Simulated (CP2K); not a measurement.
Consider 2-isocyanopyrrole at its PBE geometry (Å).

```xyz
11

C     3.2984   -0.5660    0.2651
N     2.1373   -0.3296    0.1705
C     0.8080   -0.0498    0.0588
C     0.1406    1.1600   -0.0918
C    -1.2443    0.8570   -0.1577
C    -1.3867   -0.5177   -0.0468
N    -0.1315   -1.0622    0.0828
H     0.6141    2.1329   -0.1458
H    -2.0561    1.5662   -0.2726
H    -2.2698   -1.1453   -0.0494
H     0.0899   -2.0455    0.1869
```

Method: CP2K XAS_TDP, all-electron GAPW, PBEh(45%), aug-cc-pVDZ, TDA, GW2X-corrected core level, no relativity.

**Question.** Where do the C K-edge lines lie, and how strong are they?

Leading lines: C1 288.44 eV, C3 288.97 eV, C4 287.50 eV, C5 288.07 eV and C6 288.08 eV. The leading line of an atom is its first one with 35 % of the strongest within 2.5 eV of its lowest line over the strength cut. Core ionisation energies at this level: C4 291.93, C5 291.91, C6 292.80, C1 294.48 and C3 293.69 eV.

The first six lines of each atom with a strength over 0.0015:

```
                     atom  energy (eV)  states  strength, one atom  above the computed threshold
         C1 (bonded to N)       288.44       1              0.0713                              
                                288.60       1              0.0635                              
                                294.39       1              0.0064                              
                                294.42       1              0.0016                              
                                295.34       1              0.0037                           yes
                                295.48       1              0.0025                           yes
 C3 (bonded to C and 2 N)       288.97       1              0.0415                              
                                291.33       1              0.0071                              
                                291.82       1              0.0023                              
                                292.40       1              0.0051                              
                                292.79       1              0.0138                              
                                293.02       1              0.0115                              
 C4 (bonded to 2 C and H)       287.50       1              0.0443                              
                                290.07       1              0.0082                              
                                290.09       1              0.0053                              
                                290.66       1              0.0047                              
                                290.76       1              0.0025                              
                                291.38       1              0.0032                              
 C5 (bonded to 2 C and H)       288.07       1              0.0490                              
                                289.23       1              0.0036                              
                                289.96       1              0.0079                              
                                290.65       1              0.0025                              
                                291.22       1              0.0020                              
                                291.40       1              0.0029                              
C6 (bonded to C, N and H)       288.08       1              0.0503                              
                                290.46       1              0.0112                              
                                291.12       1              0.0030                              
                                291.44       1              0.0033                              
                                292.07       1              0.0027                              
                                292.23       1              0.0037
```

Lines are vertical, at one geometry, with no vibrational structure. GW2X ionisation energies and lines can be off by 1 to 2 eV either way, and a good line position may hide errors that cancel. These values hold no scalar relativity, about 0.1 eV for C 1s. Rydberg lines, and the discretised continuum above threshold, depend on the basis and the box.

[Banner, clock and machine lines of the logs are left out without a mark of their own.]

[Logs are printed without paths, hosts, clocks, repeated set-up lines and the standing remarks that a program may print on its own settings, such as how far it seeks lower states.]

[Hosts, paths, dates, database ids (printed as entryN), source tags and the programs' standing remarks are cut or masked in the printed files.]
